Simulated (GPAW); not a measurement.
**linear Os chain, spacing 2.521 A: cost and accuracy of all numerical settings together**

Aim: see how far moments and order energies of linear Os chain, spacing 2.521 A move with all numerical settings together, and what each rung costs.

Main program and level: GPAW 26.7.0; LDA; plane waves with GPAW's PAW setups, scalar-relativistic.

## Step 1: The starting structure

The cell holds 1 atom: 1 Os. Cell: a = 12.000 Å, b = 12.000 Å, c = 2.521 Å, α = 90.0°, β = 90.0°, γ = 90.0°. model lattice. Vacuum lies along a and b. The structure's axis is c.

As a file:

```cif
data_structure
_symmetry_space_group_name_H-M 'P 1'
_symmetry_Int_Tables_number 1
_cell_length_a 12.0000
_cell_length_b 12.0000
_cell_length_c 2.5210
_cell_angle_alpha 90.000
_cell_angle_beta 90.000
_cell_angle_gamma 90.000
_cell_volume 363.02
loop_
_atom_site_label
_atom_site_type_symbol
_atom_site_fract_x
_atom_site_fract_y
_atom_site_fract_z
_atom_site_occupancy
Os1 Os 0.50000 0.50000 0.00000 1
```

## Step 2: Rung 1 (280 eV, mesh 1×1×4), start ferro +

Several settings change at once from rung to rung, from a quick look to a careful run; the headings and inputs name them.

Contents of order1.py:

```python
import json
import numpy as np
from ase import Atoms
from ase.parallel import paropen, parprint
from gpaw import GPAW

atoms = Atoms(['Os'],
    cell=[[12.0, 0.0, 0.0],
         [0.0, 12.0, 0.0],
         [0.0, 0.0, 2.521]],
    scaled_positions=[[0.5, 0.5, 0.0]],
    pbc=True,
    magmoms=[1.0])
atoms.calc = GPAW(mode={'name': 'pw', 'ecut': 280},
    xc='LDA',
    kpts={'size': (1, 1, 4), 'gamma': True},
    occupations={'name': 'methfessel-paxton', 'width': 0.2},
    convergence={'density': 1e-05, 'energy': 1e-05},
    maxiter=200,
    txt='order1.txt')
e = atoms.get_potential_energy(force_consistent=True)
res = {'free_energy': e, 'energy_sigma0': atoms.get_potential_energy(), 'fermi_energy': atoms.calc.get_fermi_level()}
res['moments'] = atoms.get_magnetic_moments().tolist()
res['total'] = atoms.get_magnetic_moment()
parprint('site moments (muB):', np.round(res['moments'], 3))
parprint(f"total moment: {res['total']:.3f} muB")
parprint(f'free energy: {e:.6f} eV')
atoms.calc.write('order1.gpw')
with paropen('results.json', 'w') as f:
    json.dump(res, f)
```

Command:

```sh
> OMP_NUM_THREADS=1 python3 order1.py > order1.log
```

Numbers of over 12 decimals in the logs are rounded to 6 here.

What it wrote:

```text
site moments (muB): [1.598]
total moment: 2.020 muB
free energy: -5.872959 eV

--- order1.txt ---
Input parameters:
  mode=PW(ecut=280),
  convergence={'density': 1e-05, 'energy': 1e-05},
  kpts=MonkhorstPack(size=(1, 1, 4), gamma=True),
  maxiter=200,
  occupations=Occupations(name='methfessel-paxton', width=0.2),
  xc=XC(name='LDA')

Diagonalizing LCAO Hamiltonian
Converting LCAO to pw mode
        .----------------------------.
       /|                            |
      / |                            |
     /  .----------------------------.
    /  /                            /
   /  /                            /
  /  /                            /
 *  /              Os            /
 | /                            /
 |/                            /
 *----------------------------*

Atoms  # Å, Bohr magnetons
|   | symbol |        x |        y |        z |    initial magnetic moments |
|---|--------|----------|----------|----------|-----------------------------|
| 0 |     Os | 6.000000 | 6.000000 | 0.000000 | ( 0.0000,  0.0000,  1.0000) |

Unit cell  # Å
| periodic |         x |         y |        z |   lengths |    angles |
|----------|-----------|-----------|----------|-----------|-----------|
|      yes | 12.000000 |  0.000000 | 0.000000 | 12.000000 | 90.000000 |
|      yes |  0.000000 | 12.000000 | 0.000000 | 12.000000 | 90.000000 |
|      yes |  0.000000 |  0.000000 | 2.521000 |  2.521000 | 90.000000 |

Number of symmetries: 16

BZ-sampling:
  Number of BZ points: 4
  Number of IBZ points: 3

  Monkhorst-Pack size: [1, 1, 4]
  Monkhorst-Pack shift: [0.0, 0.0, 0.125]

Plane wave coefficients: 3899
Cutoff: 280.0 eV

Spin-components: 2 (collinear spins)
Bands:           12
Projectors:      6
Spin-degeneracy: 1
Datatype:        complex128

Parallelization:
  kpt:    1
  domain: 1
  band:   1

Density:
  Valence electrons: 14.0
  Components: 2
  Grid points: [48 48 10]
  Charge: 0.0  # |e|

Potential:
  Grid points: [48 48 10]

[... setups left out ...]
Reference energy: -468657.151450  # eV

eigensolver:
  PPCG
  Converge bands: occupied
  niter=2

density mixing:
  MSR1-Mixer
  Pratt-step length: 0.05
  Maximum mixing coefficient: 0.75
  Old densities: 10
  SVD Regularization: 0.005
  Good broyden scale: 1.0
  Trust region scale: 1.0
  Backstep threshold: 4.0
  History deletion threshold: 6.0
  Fourier metric: weight=20.0, sigma=0.015

occupation numbers:
  Methfessel-Paxton:
    width: 0.2000  # eV
    order: 0

poisson solver:
  ecut: 2240.0  # eV

xc functional:
  name: None

convergence criteria:
- Maximum integral of absolute [dens]ity change: 1e-05 electrons / valence electron
- Maximum [total energy] change in last 3 cyles: 1e-05 eV / valence electron
- Maximum integral of absolute [eigenst]ate change: 4e-08 eV^2 / valence electron
maximum number of iterations: 200

SCF iterations
|iter     |      energy | eigst |  dens |  magmom |
|---------|-------------|-------|-------|---------|
|iter:   1|       0s |   -6.028752 | -0.16 |       |  +1.0008|
|iter:   2|       0s |   -5.979868 | -2.10 | -0.97 |  +1.0042|
|iter:   3|       0s |   -5.718779 | -1.27 | -1.00 |  +1.1322|
|iter:   4|       1s |   -5.783547 | -2.21 | -1.21 |  +1.4401|
|iter:   5|       1s |   -5.846175 | -2.46 | -1.39 |  +1.7508|
|iter:   6|       1s |   -5.852039 | -2.42 | -1.54 |  +2.1656|
|iter:   7|       2s |   -5.857179 | -3.31 | -1.86 |  +1.9707|
|iter:   8|       2s |   -5.857005 | -4.27 | -2.29 |  +2.0244|
|iter:   9|       2s |   -5.857022 | -5.07 | -3.23 |  +2.0200|
|iter:  10|       3s |   -5.856965c| -5.65 | -3.38 |  +2.0204|
|iter:  11|       3s |   -5.856968c| -6.32 | -4.62 |  +2.0202|
|iter:  12|       3s |   -5.856965c| -6.86 | -4.74 |  +2.0203|
|iter:  13|       4s |   -5.856965c| -7.37 | -5.64c|  +2.0203|
|iter:  14|       4s |   -5.856965c| -7.68c| -5.87c|  +2.0202|

Converged in 14 steps
Energy contributions relative to reference atoms: (reference = -468657.151450)

Energy contributions:
  Kinetic:          -7.748842
  Coulomb:           6.330241
  Zero:              0.210061
  External:          0.000000
  Xc:               -4.632432
  Entropy:          -0.031987
  Spinorbit:         0.000000
  ----------------------------
  Free energy:      -5.872959
  Extrapolated:     -5.856965

dipole moment: (0.000001, 0.000001, -8.978092)  # |e|*Ang

Total magnetic moment: (0.000000, 0.000000, 2.020240)

Local magnetic moments
|        x |        y |        z |
|----------|----------|----------|
| 0.000000 | 0.000000 | 1.598389 |  # Os   0

Fermi level: -4.896
Eigenvalues  # (at kpt = [0.000, 0.000, 0.000])
| band index |      eig [eV] | occ [0-1] |      eig [eV] | occ [0-1] |
|------------|---------------|-----------|---------------|-----------|
|          0 |       -50.301 |     1.000 |       -49.168 |     1.000 |
|          1 |       -50.301 |     1.000 |       -49.168 |     1.000 |
|          2 |       -49.193 |     1.000 |       -48.618 |     1.000 |
|          3 |        -9.580 |     1.000 |        -9.150 |     1.000 |
|          4 |        -6.840 |     1.000 |        -5.759 |     1.000 |
|          5 |        -6.453 |     1.000 |        -5.069 |     0.890 |
|          6 |        -6.453 |     1.000 |        -5.069 |     0.890 |
|          7 |        -2.935 |     0.000 |        -2.136 |     0.000 |
|          8 |        -2.935 |     0.000 |        -2.136 |     0.000 |
|          9 |        -2.239 |     0.000 |        -1.806 |     0.000 |
|         10 |        -2.239 |     0.000 |        -1.806 |     0.000 |
|         11 |         1.764 |     0.000 |         0.508 |     0.000 |

No gap
No difference between direct/indirect transitions
```

It took 5.8 s on 1 MPI rank of Arm Neoverse V2, shared host; peak memory 0.17 GiB.

Read from the output:

| Item | Value |
| --- | --- |
| magnetization | 2.020 μB |
| final state | ferromagnetic |
| largest moment | 1.598 μB |

After 14 cycles the largest moment stands at 1.60 μB.

## Step 3: Rung 1 (280 eV, mesh 1×1×2), start antiferro q=(0,0,1/2) +-

The second start gives the energy difference between the two end states, the quantity that is followed up the ladder. Its q is in fractions of the reciprocal vectors of the first run's cell.

order2.py is the script of step 2 with these lines changed:

```diff
@@ -6,12 +6,13 @@
 
-atoms = Atoms(['Os'],
+atoms = Atoms(['Os', 'Os'],
     cell=[[12.0, 0.0, 0.0],
          [0.0, 12.0, 0.0],
-         [0.0, 0.0, 2.521]],
-    scaled_positions=[[0.5, 0.5, 0.0]],
+         [0.0, 0.0, 5.042]],
+    scaled_positions=[[0.5, 0.5, 0.0],
+         [0.5, 0.5, 0.5]],
     pbc=True,
-    magmoms=[1.0])
+    magmoms=[1.0, -1.0])
 atoms.calc = GPAW(mode={'name': 'pw', 'ecut': 280},
     xc='LDA',
-    kpts={'size': (1, 1, 4), 'gamma': True},
+    kpts={'size': (1, 1, 2), 'gamma': True},
     occupations={'name': 'methfessel-paxton', 'width': 0.2},
@@ -19,3 +20,3 @@
     maxiter=200,
-    txt='order1.txt')
+    txt='order2.txt')
 e = atoms.get_potential_energy(force_consistent=True)
@@ -27,3 +28,3 @@
 parprint(f'free energy: {e:.6f} eV')
-atoms.calc.write('order1.gpw')
+atoms.calc.write('order2.gpw')
 with paropen('results.json', 'w') as f:
```

Command:

```sh
> OMP_NUM_THREADS=1 python3 order2.py > order2.log
```

What it wrote:

```text
site moments (muB): [ 1.827 -1.827]
total moment: -0.000 muB
free energy: -11.978685 eV

--- order2.txt ---
Input parameters:
  mode=PW(ecut=280),
  convergence={'density': 1e-05, 'energy': 1e-05},
  kpts=MonkhorstPack(size=(1, 1, 2), gamma=True),
  maxiter=200,
  occupations=Occupations(name='methfessel-paxton', width=0.2),
  xc=XC(name='LDA')

Diagonalizing LCAO Hamiltonian
Converting LCAO to pw mode
        .----------------------------.
       /|                            |
      / |                            |
     /  |                            |
    /   |                            |
   /    |                            |
  /     .----------------------------.
 *     /           Os               /
 |    /                            /
 |   /                            /
 |  /              Os            /
 | /                            /
 |/                            /
 *----------------------------*

Atoms  # Å, Bohr magnetons
|   | symbol |        x |        y |        z |    initial magnetic moments |
|---|--------|----------|----------|----------|-----------------------------|
| 0 |     Os | 6.000000 | 6.000000 | 0.000000 | ( 0.0000,  0.0000,  1.0000) |
| 1 |     Os | 6.000000 | 6.000000 | 2.521000 | ( 0.0000,  0.0000, -1.0000) |

Number of symmetries: 16

BZ-sampling:
  Number of BZ points: 2
  Number of IBZ points: 2

  Monkhorst-Pack size: [1, 1, 2]
  Monkhorst-Pack shift: [0.0, 0.0, 0.25]

Plane wave coefficients: 7726
Cutoff: 280.0 eV

Spin-components: 2 (collinear spins)
Bands:           21
Projectors:      12
Spin-degeneracy: 1
Datatype:        complex128

Parallelization:
  kpt:    1
[...]
|iter:  11|       8s |  -11.896441c| -6.13 | -3.63 |  -0.0000|
|iter:  12|       9s |  -11.896447c| -6.78 | -4.40 |  -0.0000|
|iter:  13|      10s |  -11.896448c| -7.33 | -4.89 |  -0.0000|
|iter:  14|      10s |  -11.896448c| -7.76c| -5.11c|  -0.0000|

Converged in 14 steps
Energy contributions relative to reference atoms: (reference = -937314.302901)

Energy contributions:
  Kinetic:         -15.903266
  Coulomb:          12.776714
  Zero:              0.421074
  External:          0.000000
  Xc:               -9.108734
  Entropy:          -0.164472
  Spinorbit:         0.000000
  ----------------------------
  Free energy:     -11.978685
  Extrapolated:    -11.896448

dipole moment: (0.000001, 0.000001, -17.991983)  # |e|*Ang

Total magnetic moment: (0.000000, 0.000000, -0.000003)

Local magnetic moments
|        x |        y |         z |
|----------|----------|-----------|
| 0.000000 | 0.000000 |  1.827040 |  # Os   0
| 0.000000 | 0.000000 | -1.827043 |  # Os   1

Fermi level: -4.717
Eigenvalues  # (at kpt = [0.000, 0.000, 0.000])
| band index |      eig [eV] | occ [0-1] |      eig [eV] | occ [0-1] |
|------------|---------------|-----------|---------------|-----------|
|          0 |       -50.487 |     1.000 |       -50.487 |     1.000 |
|        ... |               |           |               |           |
|          4 |       -49.249 |     1.000 |       -49.249 |     1.000 |
|          5 |       -48.785 |     1.000 |       -48.785 |     1.000 |
|          6 |        -9.365 |     1.000 |        -9.365 |     1.000 |
|          7 |        -7.295 |     1.000 |        -7.295 |     1.000 |
[...]
|         17 |        -2.061 |     0.000 |        -2.061 |     0.000 |
|         18 |        -2.061 |     0.000 |        -2.061 |     0.000 |
|         19 |        -0.179 |     0.000 |        -0.179 |     0.000 |
|         20 |         0.492 |     0.000 |         0.492 |     0.000 |

No gap
No difference between direct/indirect transitions
```

It took 12 s on 1 MPI rank; peak memory 0.24 GiB.

This step gave:

```
magnetization  : 0 μB
final state    : antiferromagnetic
largest moment : 1.827 μB
```

This start lies -116.4 meV a seeded atom from the first; its largest moment is 1.83 μB.

## Step 4: Rung 2 (380 eV, mesh 1×1×6), start ferro +

order1.py is the script of step 2 with these lines changed:

```diff
@@ -13,6 +13,6 @@
     magmoms=[1.0])
-atoms.calc = GPAW(mode={'name': 'pw', 'ecut': 280},
+atoms.calc = GPAW(mode={'name': 'pw', 'ecut': 380},
     xc='LDA',
-    kpts={'size': (1, 1, 4), 'gamma': True},
-    occupations={'name': 'methfessel-paxton', 'width': 0.2},
+    kpts={'size': (1, 1, 6), 'gamma': True},
+    occupations={'name': 'methfessel-paxton', 'width': 0.15},
     convergence={'density': 1e-05, 'energy': 1e-05},
```

Command:

```sh
> OMP_NUM_THREADS=1 python3 order1.py > order1.log
```

What it wrote:

```text
site moments (muB): [1.943]
total moment: 2.488 muB
free energy: -5.897891 eV

--- order1.txt ---
Input parameters:
  mode=PW(ecut=380),
  convergence={'density': 1e-05, 'energy': 1e-05},
  kpts=MonkhorstPack(size=(1, 1, 6), gamma=True),
  maxiter=200,
  occupations=Occupations(name='methfessel-paxton', width=0.15),
  xc=XC(name='LDA')

Diagonalizing LCAO Hamiltonian
Converting LCAO to pw mode
[...]
|          3 |       -10.705 |     1.000 |        -9.846 |     1.000 |
|          4 |        -6.952 |     1.000 |        -5.881 |     1.000 |
[...]
|          8 |        -3.574 |     0.000 |        -2.375 |     0.000 |
|          9 |        -2.394 |     0.000 |        -1.859 |     0.000 |
|         10 |        -2.394 |     0.000 |        -1.859 |     0.000 |
|         11 |         1.758 |     0.000 |         1.817 |     0.000 |

No gap
No difference between direct/indirect transitions


[key lines of the parts left out:]
Free energy:      -5.897891
Converged in 15 steps
dipole moment: (0.000001, 0.000001, -8.919663)  # |e|*Ang
Fermi level: -4.748
```

The job ended after 12 s (1 MPI rank; peak memory 0.21 GiB).

Numbers from this step:

```
magnetization  : 2.488 μB
final state    : ferromagnetic
largest moment : 1.943 μB
```

The largest moment moves by +0.34 μB from rung 1, at 2.0 times its CPU time.

## Step 5: Rung 2 (380 eV, mesh 1×1×3), start antiferro q=(0,0,1/2) +-

order2.py is the script of step 3 with these lines changed:

```diff
@@ -14,6 +14,6 @@
     magmoms=[1.0, -1.0])
-atoms.calc = GPAW(mode={'name': 'pw', 'ecut': 280},
+atoms.calc = GPAW(mode={'name': 'pw', 'ecut': 380},
     xc='LDA',
-    kpts={'size': (1, 1, 2), 'gamma': True},
-    occupations={'name': 'methfessel-paxton', 'width': 0.2},
+    kpts={'size': (1, 1, 3), 'gamma': True},
+    occupations={'name': 'methfessel-paxton', 'width': 0.15},
     convergence={'density': 1e-05, 'energy': 1e-05},
```

Command:

```sh
> OMP_NUM_THREADS=1 python3 order2.py > order2.log
```

What it wrote:

```text
site moments (muB): [ 1.449 -1.449]
total moment: -0.000 muB
free energy: -11.346314 eV

--- order2.txt ---
Input parameters:
  mode=PW(ecut=380),
  convergence={'density': 1e-05, 'energy': 1e-05},
  kpts=MonkhorstPack(size=(1, 1, 3), gamma=True),
  maxiter=200,
  occupations=Occupations(name='methfessel-paxton', width=0.15),
  xc=XC(name='LDA')

Diagonalizing LCAO Hamiltonian
Converting LCAO to pw mode
[...]
|          6 |       -10.199 |     1.000 |       -10.199 |     1.000 |
|          7 |        -7.665 |     1.000 |        -7.665 |     1.000 |
[...]
|         17 |        -2.157 |     0.000 |        -2.157 |     0.000 |
|         18 |        -2.157 |     0.000 |        -2.157 |     0.000 |
|         19 |        -0.616 |     0.000 |        -0.616 |     0.000 |
|         20 |         0.487 |     0.000 |         0.487 |     0.000 |

No gap
No difference between direct/indirect transitions


[key lines of the parts left out:]
Free energy:     -11.346314
Converged in 20 steps
dipole moment: (0.000001, 0.000001, -17.806262)  # |e|*Ang
Fermi level: -4.726
```

Wall time 31 s (1 MPI rank); peak memory 0.31 GiB.

Numbers from this step:

| Item | Value |
| --- | --- |
| magnetization | 0 μB |
| final state | antiferromagnetic |
| largest moment | 1.449 μB |

This start lies +224.7 meV a seeded atom from the first, a change of +341.1 meV since rung 1; its largest moment is 1.45 μB.

## Step 6: Rung 3 (500 eV, mesh 1×1×10), start ferro +

order1.py is the script of step 4 with these lines changed:

```diff
@@ -13,6 +13,6 @@
     magmoms=[1.0])
-atoms.calc = GPAW(mode={'name': 'pw', 'ecut': 380},
+atoms.calc = GPAW(mode={'name': 'pw', 'ecut': 500},
     xc='LDA',
-    kpts={'size': (1, 1, 6), 'gamma': True},
-    occupations={'name': 'methfessel-paxton', 'width': 0.15},
+    kpts={'size': (1, 1, 10), 'gamma': True},
+    occupations={'name': 'methfessel-paxton', 'width': 0.1},
     convergence={'density': 1e-05, 'energy': 1e-05},
```

Command:

```sh
> OMP_NUM_THREADS=1 python3 order1.py > order1.log
```

What it wrote:

```text
site moments (muB): [1.473]
total moment: 1.847 muB
free energy: -6.052351 eV

--- order1.txt ---
Input parameters:
  mode=PW(ecut=500),
  convergence={'density': 1e-05, 'energy': 1e-05},
  kpts=MonkhorstPack(size=(1, 1, 10), gamma=True),
  maxiter=200,
  occupations=Occupations(name='methfessel-paxton', width=0.1),
  xc=XC(name='LDA')

Diagonalizing LCAO Hamiltonian
Converting LCAO to pw mode
[...]
|          3 |       -10.284 |     1.000 |        -9.774 |     1.000 |
|          4 |        -6.869 |     1.000 |        -5.974 |     1.000 |
[...]
|          8 |        -3.293 |     0.000 |        -2.541 |     0.000 |
|          9 |        -2.302 |     0.000 |        -1.923 |     0.000 |
|         10 |        -2.302 |     0.000 |        -1.923 |     0.000 |
|         11 |         0.472 |     0.000 |         0.514 |     0.000 |

No gap
No difference between direct/indirect transitions


[key lines of the parts left out:]
Free energy:      -6.052351
Converged in 17 steps
dipole moment: (0.000001, 0.000001, -8.941942)  # |e|*Ang
Fermi level: -4.931
```

Run time: 29 s. Hardware: 1 MPI rank; peak memory 0.28 GiB.

Numbers from this step:

- magnetization: 1.847 μB
- final state: ferromagnetic
- largest moment: 1.473 μB

The largest moment moves by -0.47 μB from rung 2, at 2.5 times its CPU time.

## Step 7: Rung 3 (500 eV, mesh 1×1×5), start antiferro q=(0,0,1/2) +-

order2.py is the script of step 5 with these lines changed:

```diff
@@ -14,6 +14,6 @@
     magmoms=[1.0, -1.0])
-atoms.calc = GPAW(mode={'name': 'pw', 'ecut': 380},
+atoms.calc = GPAW(mode={'name': 'pw', 'ecut': 500},
     xc='LDA',
-    kpts={'size': (1, 1, 3), 'gamma': True},
-    occupations={'name': 'methfessel-paxton', 'width': 0.15},
+    kpts={'size': (1, 1, 5), 'gamma': True},
+    occupations={'name': 'methfessel-paxton', 'width': 0.1},
     convergence={'density': 1e-05, 'energy': 1e-05},
```

Command:

```sh
> OMP_NUM_THREADS=1 python3 order2.py > order2.log
```

What it wrote:

```text
site moments (muB): [ 1.441 -1.441]
total moment: 0.000 muB
free energy: -12.060600 eV

--- order2.txt ---
Input parameters:
  mode=PW(ecut=500),
  convergence={'density': 1e-05, 'energy': 1e-05},
  kpts=MonkhorstPack(size=(1, 1, 5), gamma=True),
  maxiter=200,
  occupations=Occupations(name='methfessel-paxton', width=0.1),
  xc=XC(name='LDA')

Diagonalizing LCAO Hamiltonian
Converting LCAO to pw mode
[...]
|          6 |        -9.864 |     1.000 |        -9.864 |     1.000 |
|          7 |        -7.601 |     1.000 |        -7.601 |     1.000 |
[...]
|         17 |        -2.125 |     0.000 |        -2.125 |     0.000 |
|         18 |        -2.125 |     0.000 |        -2.125 |     0.000 |
|         19 |        -0.451 |     0.000 |        -0.451 |     0.000 |
|         20 |         0.497 |     0.000 |         0.497 |     0.000 |

No gap
No difference between direct/indirect transitions


[key lines of the parts left out:]
Free energy:     -12.060600
Converged in 20 steps
dipole moment: (0.000001, 0.000001, -17.938647)  # |e|*Ang
Fermi level: -4.817
```

Wall time 69 s (1 MPI rank); peak memory 0.43 GiB.

This step gave:

| Property | Result |
| --- | --- |
| magnetization | 0 μB |
| final state | antiferromagnetic |
| largest moment | 1.441 μB |

This start lies +22.1 meV a seeded atom from the first, a change of -202.7 meV since rung 2; its largest moment is 1.44 μB.

[end of part 1 of 2]

[Logs and program files are shortened in this print: banners, set-up blocks, solver, clock and traceback lines can be left out without a mark of their own.]

[Logs are printed without paths, hosts, clocks, repeated set-up lines and the standing remarks that a program may print on its own settings, such as how far it seeks lower states.]

[Hosts, paths, dates, database ids (printed as entryN), source tags and the programs' standing remarks are cut or masked in the printed files.]

[Where a cell is said to come from a database of computed structures, the database is the Materials Project.]
